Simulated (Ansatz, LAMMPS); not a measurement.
# Amorphous HfO2 at 7.99 g/cm^3 (84 atoms): geometry optimisation

Aim: bring amorphous HfO2 at 7.99 g/cm^3 (84 atoms) to a nearby minimum of the energy and see what moves.

Method: Kohn-Sham DFT, PBE, PAW (set soft_2), plane waves, in Ansatz 0.2.0.

## (1) The structure

The cell holds 84 atoms: 28 Hf and 56 O. Cell: a = 10.697 Å, b = 10.697 Å, c = 10.697 Å, α = 90.0°, β = 90.0°, γ = 90.0°. 84 atoms (28 Zr, 56 O) placed at random at 4.68 g/cm³, melted at 5000 K for 10 ps at fixed volume with the Morse and Coulomb pair potential with partial charges (Pedone, Malavasi, Menziani, Cormack and Segre, J. Phys. Chem. B 110, 11780 (2006)). Quenched from 5000 K to 300 K at 50 K/ps and fixed volume, held 5 ps, then minimised at fixed cell. Then Zr was replaced by Hf at the same volume (the potential has no terms for Hf, so the cell is a start for a DFT relaxation). The density is one point of a scan and needn't be that of the real material.

Limits known from the start: The quench rate of 50 K/ps is many orders above laboratory rates, so the cell is likely richer in defects and strain than a real sample. The starting topology of bonds comes from the classical model. Only the Γ point is sampled in the main run, in a cell whose shortest periodic width is 11 Å. Spin–orbit coupling is left out, which matters for the levels of the heavy elements.

## (2) How the cell was made

A classical potential makes the cell, at a small fraction of what the same run would cost in DFT.

This step: classical MD, Morse and Coulomb pair potential with partial charges (Pedone, Malavasi, Menziani, Cormack and Segre, J. Phys. Chem. B 110, 11780 (2006)) (LAMMPS 22 Jul 2025 - Update 4).

Contents of in.lmp:

```
# melt-quench of Zr28O56
units metal
atom_style charge
boundary p p p
region box block 0 10.6975 0 10.6975 0 10.6975
create_box 2 box
mass 1 91.2240   # Zr
mass 2 15.9990   # O
create_atoms 1 random 28 35088 NULL overlap 1.5 maxtry 2000
create_atoms 2 random 56 35095 NULL overlap 1.5 maxtry 2000
pair_style hybrid/overlay pedone 5.5 coul/long 8.0
pair_coeff * * coul/long
pair_coeff 1 2 pedone 0.206237 2.479675 2.436997 1   # Zr-O
pair_coeff 2 2 pedone 0.042395 1.379316 3.618701 22   # O-O
set type 1 charge 2.4
set type 2 charge -1.2
kspace_style pppm 1.0e-4
neigh_modify delay 0 every 1 check yes
thermo_style custom step time temp pe press density
thermo_modify norm yes
timestep 0.002
thermo 100
min_style cg
minimize 1e-4 1e-4 200 2000
reset_timestep 0
velocity all create 5000 35089 mom yes dist gaussian
fix lim all nve/limit 0.05
fix lan all langevin 5000 5000 0.2 35090 zero yes
thermo 500
run 1000 post no
unfix lim
unfix lan
thermo 833
fix md all nvt temp 5000 5000 0.2
run 5000 post no
unfix md
thermo 4700
fix md all nvt temp 5000 300 0.2
run 47000 post no
unfix md
thermo 1250
fix md all nvt temp 300 300 0.2
run 2500 post no
unfix md
thermo 100
min_style cg
minimize 0 1e-3 2000 20000
write_dump all custom glass.dump id type xs ys zs modify sort id
```

Run with:

```
lmp -in in.lmp -log none -nocite
```

Numbers of over 12 decimals in the logs are rounded to 6 here.

The log of the run:

```text
LAMMPS (22 Jul 2025 - Update 4)
Created orthogonal box = (0 0 0) to (10.6975 10.6975 10.6975)
Created 28 atoms
Created 56 atoms
PPPM initialization ...
  G vector (1/distance) = 0.38415184
  grid = 12 12 12
  estimated relative force accuracy = 5.9681012e-05
   Step          Time           Temp          PotEng         Press         Density
         0   0              0              1.1837387      1302774.3      4.6800281
        80   0.16           0             -14.980413     -69073.811      4.6800281
Loop time of 0.297667 s on 1 MPI rank(s) for 80 steps with 84 atoms
Minimization stats:
  Stopping criterion = energy tolerance
[... 36 lines left out ...]
     55000   110            276.62555     -15.132373     -77588.555      4.6800281
     55500   111            290.00306     -15.131213     -71061.471      4.6800281
Loop time of 2.99563 s on 1 MPI rank(s) for 2500 steps with 84 atoms
   Step          Time           Temp          PotEng         Press         Density
     55500   111            290.00306     -15.131213     -71061.471      4.6800281
     55512   111.024        290.00306     -15.168998     -81223.135      4.6800281
Loop time of 0.0536913 s on 1 MPI rank(s) for 12 steps with 84 atoms
Minimization stats:
  Stopping criterion = linesearch alpha is zero
  Energy initial, next-to-last, final =
     -15.1312125180181   -15.168998239506   -15.168998239506
  Force two-norm initial, final = 11.737474 0.43939972
  Iterations, force evaluations = 12 57
```

Run time: 2.2 min. Hardware: 1 thread of Intel Xeon at 2.80GHz (Skylake/Cascade Lake), shared host; peak memory 0.63 GiB.

## (3) Single point at the start

A single point comes first, to see the forces before anything moves.

Contents of input.yaml:

```yaml
crystal:
  lattice:
    - [10.6975, 0.0, 0.0]
    - [0.0, 10.6975, 0.0]
    - [0.0, 0.0, 10.6975]
  atoms:
    - { symbol: Hf, position: [0.63243, 0.84661, 0.22217] }
    - { symbol: Hf, position: [0.32554, 0.21111, 0.33839] }
    - { symbol: Hf, position: [0.17848, 0.43031, 0.13816] }
    - { symbol: Hf, position: [0.69229, 0.20413, 0.24156] }
    - { symbol: Hf, position: [0.39927, 0.67899, 0.00163] }
    - { symbol: Hf, position: [0.27747, 0.15862, 0.90071] }
    - { symbol: Hf, position: [0.86182, 0.33898, 0.98066] }
    - { symbol: Hf, position: [0.49517, 0.97577, 0.47778] }
    - { symbol: Hf, position: [0.13054, 0.44962, 0.85456] }
    - { symbol: Hf, position: [0.91562, 0.67907, 0.99604] }
    - { symbol: Hf, position: [0.66264, 0.54525, 0.80078] }
    - { symbol: Hf, position: [0.18668, 0.95065, 0.54287] }
    - { symbol: Hf, position: [0.84665, 0.99308, 0.4921] }
    - { symbol: Hf, position: [0.00822, 0.16361, 0.28927] }
    - { symbol: Hf, position: [0.01549, 0.70255, 0.31498] }
    - { symbol: Hf, position: [0.15036, 0.92226, 0.15038] }
    - { symbol: Hf, position: [0.55189, 0.88888, 0.84131] }
    - { symbol: Hf, position: [0.37734, 0.38252, 0.65575] }
    - { symbol: Hf, position: [0.50294, 0.40687, 0.09287] }
    - { symbol: Hf, position: [0.15421, 0.46821, 0.45501] }
    - { symbol: Hf, position: [0.82975, 0.98253, 0.03494] }
    - { symbol: Hf, position: [0.58884, 0.19093, 0.86033] }
    - { symbol: Hf, position: [0.96774, 0.69779, 0.66017] }
    - { symbol: Hf, position: [0.95981, 0.02634, 0.7805] }
    - { symbol: Hf, position: [0.32928, 0.68761, 0.65226] }
    - { symbol: Hf, position: [0.33358, 0.7087, 0.30149] }
    - { symbol: Hf, position: [0.72249, 0.51681, 0.35599] }
    - { symbol: Hf, position: [0.85478, 0.34103, 0.64643] }
    - { symbol: O, position: [0.97254, 0.01125, 0.16863] }
    - { symbol: O, position: [0.1699, 0.57185, 0.27739] }
    - { symbol: O, position: [0.82807, 0.14701, 0.37025] }
    - { symbol: O, position: [0.0151, 0.47693, 0.03623] }
    - { symbol: O, position: [0.62961, 0.3918, 0.2432] }
    - { symbol: O, position: [0.36174, 0.84834, 0.55006] }
    - { symbol: O, position: [0.92953, 0.87473, 0.90686] }
    - { symbol: O, position: [0.85913, 0.13635, 0.64862] }
    - { symbol: O, position: [0.82293, 0.55865, 0.678] }
    - { symbol: O, position: [0.16726, 0.29467, 0.9983] }
    - { symbol: O, position: [0.5353, 0.818, 0.03871] }
    - { symbol: O, position: [0.13893, 0.04139, 0.71231] }
    - { symbol: O, position: [0.31213, 0.60784, 0.46986] }
    - { symbol: O, position: [0.39738, 0.75716, 0.82218] }
    - { symbol: O, position: [0.69165, 0.02727, 0.16216] }
    - { symbol: O, position: [0.2588, 0.53536, 0.98288] }
    - { symbol: O, position: [0.52709, 0.53437, 0.94773] }
    - { symbol: O, position: [0.96485, 0.35889, 0.8107] }
    - { symbol: O, position: [0.43671, 0.27893, 0.95674] }
    - { symbol: O, position: [0.51613, 0.1571, 0.32954] }
    - { symbol: O, position: [0.56951, 0.95819, 0.65702] }
    - { symbol: O, position: [0.50343, 0.24875, 0.69636] }
    - { symbol: O, position: [0.90134, 0.13868, 0.93217] }
    - { symbol: O, position: [0.45537, 0.86401, 0.31348] }
    - { symbol: O, position: [0.66578, 0.27153, 0.03647] }
    - { symbol: O, position: [0.03999, 0.04717, 0.45208] }
    - { symbol: O, position: [0.74227, 0.39183, 0.49616] }
    - { symbol: O, position: [0.01954, 0.36612, 0.54686] }
    - { symbol: O, position: [0.8859, 0.56668, 0.27597] }
    - { symbol: O, position: [0.44117, 0.05061, 0.87475] }
    - { symbol: O, position: [0.03185, 0.61753, 0.49207] }
    - { symbol: O, position: [0.68872, 0.02222, 0.8966] }
    - { symbol: O, position: [0.67279, 0.94421, 0.40893] }
    - { symbol: O, position: [0.23302, 0.52148, 0.69212] }
    - { symbol: O, position: [0.32425, 0.07511, 0.47743] }
    - { symbol: O, position: [0.12324, 0.32622, 0.30261] }
    - { symbol: O, position: [0.17245, 0.82784, 0.34201] }
    - { symbol: O, position: [0.91124, 0.88659, 0.64803] }
    - { symbol: O, position: [0.14909, 0.78048, 0.64076] }
    - { symbol: O, position: [0.78736, 0.79905, 0.1019] }
    - { symbol: O, position: [0.87916, 0.26416, 0.16633] }
    - { symbol: O, position: [0.63352, 0.67776, 0.31859] }
    - { symbol: O, position: [0.78984, 0.53008, 0.95719] }
    - { symbol: O, position: [0.30899, 0.34828, 0.47886] }
    - { symbol: O, position: [0.0237, 0.62733, 0.83432] }
    - { symbol: O, position: [0.90284, 0.83002, 0.39873] }
    - { symbol: O, position: [0.19789, 0.09307, 0.24602] }
    - { symbol: O, position: [0.28866, 0.78555, 0.12294] }
    - { symbol: O, position: [0.34904, 0.34088, 0.19497] }
    - { symbol: O, position: [0.18375, 0.01578, 0.9866] }
    - { symbol: O, position: [0.03629, 0.75727, 0.12939] }
    - { symbol: O, position: [0.24811, 0.30189, 0.77296] }
    - { symbol: O, position: [0.71544, 0.34363, 0.80001] }
    - { symbol: O, position: [0.66924, 0.73712, 0.8128] }
    - { symbol: O, position: [0.48998, 0.53974, 0.68334] }
    - { symbol: O, position: [0.42405, 0.58188, 0.1739] }
kpoints:
  mp_grid: { grid: [1, 1, 1] }
hamiltonian:
  xc: pbe
scf:
  occupations: { method: fermi_dirac, width: 0.025 }
output:
  forces: true
```

Run with:

```
ansatz run input.yaml --threads 4 --pin off --max-ram 8192MiB --backend cpu --events-out ev --progress --plain --runs-dir out
```

The log of the run:

```text
Engine: ansatz 0.2.0, x86_64-unknown-linux-gnu
Pseudopotentials: kind: paw
Pseudopotential: Hf, paw, valence charge 26, recommended cutoff 420 eV (normal), Hf.paw.azcp
Pseudopotential: O, paw, valence charge 6, recommended cutoff 420 eV (normal), O.paw.azcp
Functional definition: PBE
  parameter kappa = 0.804
  parameter beta = 0.066725
  exchange = pbe_x(kappa = kappa, mu = beta*pi^2/3)
  correlation = pbe_c(beta = beta)
Crystal: 84 atoms, lattice volume = 1224.185 Å³
Basis set: ecut = 420 eV, 23847 PW (Γ), exchange–correlation on 144×144×144 points (8 copies of the dense FFT grid, shifted against one another)
Bands: 616, of which v1, the nominal top of the filled ones, is band 532 counted from 1 (531 counted from 0)
Symmetry: 1 space group operations
Space group: P1 (ITA 1), of the structure as read, at distance tolerance 1.1e-4 Å
k-points: 1
Non-local potential: Hf, projectors of the file, l = 0: 3, l = 1: 2, l = 2: 2, l = 3: 3
Non-local potential: O, projectors of the file, l = 0: 2, l = 1: 2, l = 2: 1
PAW form: soft (Blöchl's): semilocal exchange-correlation on the pseudo side does not see the compensation charge
PAW one-centre angular grid: Hf, 590 points (default); XC on 64 Gauss nodes
PAW one-centre angular grid: O, 110 points (default); XC on 64 Gauss nodes
Initial density: superposition of atomic densities (neutral atoms: chi_scale 0, normalization atom), corrected by the library's trained network
Initial wavefunctions: pseudopotential atomic-orbital guess
Functional: x = pbe(κ = 0.804, μ = 0.219515), c = pbe(β = 0.066725)
SCF iter   1: F=—  HF=-472108.314632 eV  |F-HF|=—  |Δ(HF+E_count)|=         —  Δρ=4.05e-3  dr2=2.02e-1  ethr=1.77e-3  ⟨swp⟩=5.0  Hψ=1903  notcnv=0  defer=47
preconditioner: auto → Resta (q_TF=auto, 2.665 Å⁻¹)  ε∞=5.0  [insulator: Δε(μ)=3.348 eV  Ē_g=16.950 eV  σ=0.025 eV  W_gap=1.00  n_scr=388 (ndim 8)  ℏωp=33.7 eV  f_vac=0.167  D(μ)=0.00/eV (n_scr^D=0)  ε∞_Penn≈5.0]
SCF iter   2: F=—  HF=-472108.299508 eV  |F-HF|=—  |Δ(HF+E_count)|=   1.51e-2  Δρ=2.01e-3  dr2=3.94e-2  ethr=1.90e-5  ⟨swp⟩=2.0  Hψ=1136  notcnv=0  defer=78
SCF iter   3: F=—  HF=-472108.302137 eV  |F-HF|=—  |Δ(HF+E_count)|=   2.63e-3  Δρ=9.13e-4  dr2=1.29e-2  ethr=3.70e-6  ⟨swp⟩=2.0  Hψ=959  notcnv=0  defer=78
SCF iter   4: F=—  HF=-472108.304646 eV  |F-HF|=—  |Δ(HF+E_count)|=   2.51e-3  Δρ=2.65e-4  dr2=1.44e-3  ethr=1.21e-6  ⟨swp⟩=2.0  Hψ=1073  notcnv=0  defer=78
SCF iter   5: F=—  HF=-472108.305259 eV  |F-HF|=—  |Δ(HF+E_count)|=   6.14e-4  Δρ=1.80e-4  dr2=5.24e-4  ethr=1.36e-7  ⟨swp⟩=2.0  Hψ=1069  notcnv=0  defer=78
SCF iter   6: F=—  HF=-472108.305398 eV  |F-HF|=—  |Δ(HF+E_count)|=   1.39e-4  Δρ=6.34e-5  dr2=7.81e-5  ethr=4.93e-8  ⟨swp⟩=2.0  Hψ=1059  notcnv=0  defer=78
SCF iter   7: F=—  HF=-472108.308011 eV  |F-HF|=—  |Δ(HF+E_count)|=   2.61e-3  Δρ=4.82e-5  dr2=3.37e-5  ethr=7.34e-9  ⟨swp⟩=2.0  Hψ=1148  notcnv=0  defer=78
SCF iter   8: F=—  HF=-472108.308023 eV  |F-HF|=—  |Δ(HF+E_count)|=   1.25e-5  Δρ=1.92e-5  dr2=5.65e-6  ethr=3.17e-9  ⟨swp⟩=2.0  Hψ=1070  notcnv=0  defer=78
SCF iter   9: F=—  HF=-472108.308027 eV  |F-HF|=—  |Δ(HF+E_count)|=   4.17e-6  Δρ=8.36e-6  dr2=1.05e-6  ethr=5.31e-10  ⟨swp⟩=2.0  Hψ=1070  notcnv=0  defer=78
SCF iter  10: F=—  HF=-472108.308028 eV  |F-HF|=—  |Δ(HF+E_count)|=   7.98e-7  Δρ=6.84e-6  dr2=5.57e-7  ethr=9.85e-11  ⟨swp⟩=3.0  Hψ=1067  notcnv=0  defer=78
SCF iter  11: F=-472108.308028 eV  HF=-472108.308028 eV  |F-HF|=2.95e-8  |Δ(HF+E_count)|=   1.53e-7  Δρ=2.20e-6  dr2=7.15e-8  ethr=9.40e-12  ⟨swp⟩=2.0  Hψ=2202  notcnv=0
SCF 1 converged in 11 iterations: F = -472108.308028 eV  dr2 = 7.15e-8
  greatest PAW one-centre occupation: 0.999 electrons in one spin orbital (limit 2), on the Hf atom at site 2 (counted from 0), in its partial waves of l = 0
SCF converged after 11 iterations
Free energy (F): -472108.308028 eV
Harris-Foulkes:  -472108.308028 eV  (|F-HF|=2.95e-8)
Internal energy: -472108.308028 eV  (E = F + TS)
E sigma→0 (E₀):  -472108.308028 eV
Fermi energy:    12.098549 eV
--- Per-component energies (eV) ---
  E_band       = -4512.172051
  E_kinetic    = 21414.116512
  E_local      = -208535.483880  (includes V_loc(G=0)·N_el)
  E_nonlocal   = -32138.282176
  E_hartree    = 94713.121624
  E_xc         = -12472.749105
  E_vxc        = -12644.306464  (∫ρ·V_xc dr)
  E_paw        = -202775.919989  (= ΣΔE_a)
  E_vpaw       = 37965.407884  (= ΣTr[D̂ρ^β])
  E_aug_tail   = 0.136972  (compensation charges beyond the density's cutoff)
  E_ewald      = -132313.247987
  E_smearing   = -0.000000  (= −TS)
  E_closure    = 0.000000  (closes the sum)
  Σ components = -472108.308028   (vs F -472108.308028, Δ=0.00e0)
--- Forces (eV/Å), atoms counted from 1 ---
  atom   1  Hf    -0.21443864    -1.18703662     0.04603364
  atom   2  Hf     0.43256688    -0.39177812    -0.32956868
  atom   3  Hf     0.17981420    -0.09283092    -0.89667427
  atom   4  Hf     0.60603447    -0.90385306     0.07367735
  atom   5  Hf     0.30643840     0.47507135     0.46582468
  atom   6  Hf     0.35364375    -0.22044850     0.36555206
  atom   7  Hf    -0.18945300     0.19153344    -0.20426088
  atom   8  Hf     0.68897968    -0.54401980     1.27481206
  atom   9  Hf     0.25175042    -0.47278288    -0.05679787
  atom  10  Hf    -0.17224570     0.14066609     0.18177303
  atom  11  Hf     0.07783189     2.11621352    -0.15228566
  atom  12  Hf    -0.58978342     0.17907683     0.48385531
  atom  13  Hf     0.09418187    -1.30512369    -0.91586090
  atom  14  Hf    -0.39097483    -0.57503490    -0.49153700
[...]
atom  83  O     -0.36030672    -0.28374056    -0.07026912
  atom  84  O     -0.00958298     0.10815179     0.21012070
  max |Σ_I F_I| component: 7.42e-5 eV/Å
```

It took 27 s on 4 threads of Intel Xeon at 2.70GHz, shared host; peak memory 2.1 GiB.

Reading the cycles: dr2 is the Hartree energy of the density residual (eV), the measure of convergence; HF is the Harris–Foulkes estimate of the energy, which meets the free energy F at convergence.

Read from the output:

```
free energy            : -472108.3080 eV
free energy per atom   : -5620.3370 eV/atom
SCF cycles             : 11
r.m.s. force component : 0.4931 eV/Å
longest force          : 2.583 eV/Å
Fermi energy           : 12.1 eV
```

The r.m.s. force component of 0.49 eV/Å sets the starting point.

Neighbours are counted within 2.82 Å (O-Hf).

Length of the force by element and coordination:

```tsv
element	coordination	atoms	mean length of the force (eV/Å)	spread	least	most
Hf	all	28	1.10	0.592	0.216	2.58
Hf	4	1	1.46	0	1.46	1.46
Hf	5	3	1.19	0.536	0.580	1.88
Hf	6	21	1.11	0.608	0.216	2.58
Hf	7	3	0.786	0.498	0.338	1.48
O	all	56	0.509	0.242	0.104	1.16
O	2	9	0.761	0.249	0.408	1.16
O	3	40	0.466	0.214	0.104	0.964
O	4	7	0.426	0.172	0.221	0.698
```

[end of part 1 of 4]

[Logs are printed without paths, hosts, clocks, repeated set-up lines and the standing remarks that a program may print on its own settings, such as how far it seeks lower states.]

[Hosts, paths, dates, database ids (printed as entryN), source tags and the programs' standing remarks are cut or masked in the printed files.]
